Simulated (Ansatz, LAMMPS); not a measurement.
# Amorphous carbon at 2.39 g/cm^3 (96 atoms): relaxation and levels of theory

Which bonds does the relaxation leave, and how do the Kohn-Sham gap, forces and pressure change with k-mesh and functional?

Calculated with Ansatz 0.2.0: Kohn-Sham DFT, PBE, PAW (set soft_2), plane waves; cutoff 420 eV, Γ point, fermi-dirac smearing of 0.025 eV.

In doubt: the hybrid run may have settled on a false gap or state (Ansatz), so the values of those runs are not to be relied on; a hybrid run on one k-point (Ansatz), which bears on gaps, levels and energies.

**The cell**

Density at the start: 2.39 g/cm³. The cell holds 96 atoms: 96 C. Cell: a = 9.285 Å, b = 9.285 Å, c = 9.285 Å, α = 90.0°, β = 90.0°, γ = 90.0°. 96 atoms (96 C) placed at random at 2.39 g/cm³, melted at 6000 K for 10 ps at fixed volume with the LCBOP (Los and Fasolino, Phys. Rev. B 68, 024107 (2003)). Quenched from 6000 K to 300 K at 200 K/ps and fixed volume, held 5 ps, then minimised at fixed cell.

The atoms were relaxed with PBE. The walk converged after 27 steps, with a largest force component of 0.0177 eV/Å; it began at an r.m.s. force component of 1.3 eV/Å. The energy fell by 94.2 meV an atom.

The input of the reference single point:

```yaml
crystal:
  lattice:
    - [9.2849, 0.0, 0.0]
    - [0.0, 9.2849, 0.0]
    - [0.0, 0.0, 9.2849]
  atoms:
    - { symbol: C, position: [0.86549, 0.4185, 0.88689] }
    - { symbol: C, position: [0.36442, 0.11784, 0.26481] }
    - { symbol: C, position: [0.51613, 0.20064, 0.60357] }
    - { symbol: C, position: [0.45209, 0.58699, 0.38348] }
    [... 90 atom lines left out ...]
    - { symbol: C, position: [0.05207, 0.64719, 0.90261] }
    - { symbol: C, position: [0.30691, 0.5606, 0.31665] }
kpoints:
  mp_grid: { grid: [1, 1, 1] }
hamiltonian:
  xc: pbe
scf:
  occupations: { method: fermi_dirac, width: 0.025 }
output:
  forces: true
  stress: true
  populations: true
  dos:
    method: { smearing: { sigma: 0.08 } }
    de: 0.05
    projected: { site_lists: { C: [C] } }
  eigenvalues: true
  write_density: true
  write_potential: true
  volumetric_format: npy
```

**Bonds after relaxation**

Bonds by pair of elements; cutoffs follow the first minimum of g(r), held within bounds set by covalent radii, and pairs that aren't listed don't count as bonded:

```tsv
pair A-B	cutoff (Å)	bonds	mean length (Å)	spread (Å)	shortest (Å)	B about A	A about B
C-C	1.85	147	1.46	0.075	1.33	3.06	3.06
```

How many atoms have how many bonded neighbours:

```tsv
element	mean	2	3	4
C	3.06	1	88	7
```

**Levels of theory**

Single points at the relaxed geometry:

```
functional  k-mesh  Kohn-Sham gap (eV)  pressure (GPa)  r.m.s. force component (eV/Å)  SCF cycles  time
       PBE   1×1×1               0.259            1.63                          0.004          13  13 s
       PBE   2×2×2             0.066 †            1.70                          0.165          11  98 s
    r2SCAN   1×1×1               0.291           -2.11                          0.113          12  38 s
    PBEsol   1×1×1               0.252           -2.06                          0.044          13  11 s
```

The gap is that between the highest filled and lowest empty Kohn-Sham level on the run's k-points; † or a dash marks runs with no clear gap, where levels at the Fermi energy are far from full or empty or nearly touch. Cutoffs: 420 eV for PBE and PBEsol; 500 eV for r2SCAN. Times come from shared hosts and are rough.

**Findings**

By these cutoffs 92 % of C atoms have 3 neighbours. The Kohn-Sham gap is 0.26 eV with PBE on the 1×1×1 mesh, and the denser mesh shows no clear gap. On the reference's mesh the gap changes with r2SCAN by +0.03 eV and PBEsol by -0.01 eV. Against the reference the pressure changes with r2SCAN by -3.7 GPa and PBEsol by -3.7 GPa; a negative change means a smaller volume than PBE would take. The denser mesh moves the energy by +4.0 meV/atom and the pressure by +0.07 GPa. On it the r.m.s. force component is 0.165 eV/Å against 0.004, so the geometry is at rest on the reference mesh alone.

Limits: 1 converged run is left out of the tables as doubtful: HSE06 on 1×1×1 (the hybrid may have settled on a false gap or state). All single points share the geometry relaxed with PBE. The density was set when the cell was made, as one point of a scan, and needn't be that of the real material. One sample; tail or defect levels can set the gap of a disordered cell. The quench rate of 200 K/ps is many orders above laboratory rates, so the cell is likely richer in defects and strain than a real sample. The network of bonds at the start is that of the classical potential that made the cell, and needn't be the one that DFT or experiment would give.

[Logs are printed without paths, hosts, clocks, repeated set-up lines and the standing remarks that a program may print on its own settings, such as how far it seeks lower states.]

[Hosts, paths, dates, database ids (printed as entryN), source tags and the programs' standing remarks are cut or masked in the printed files.]
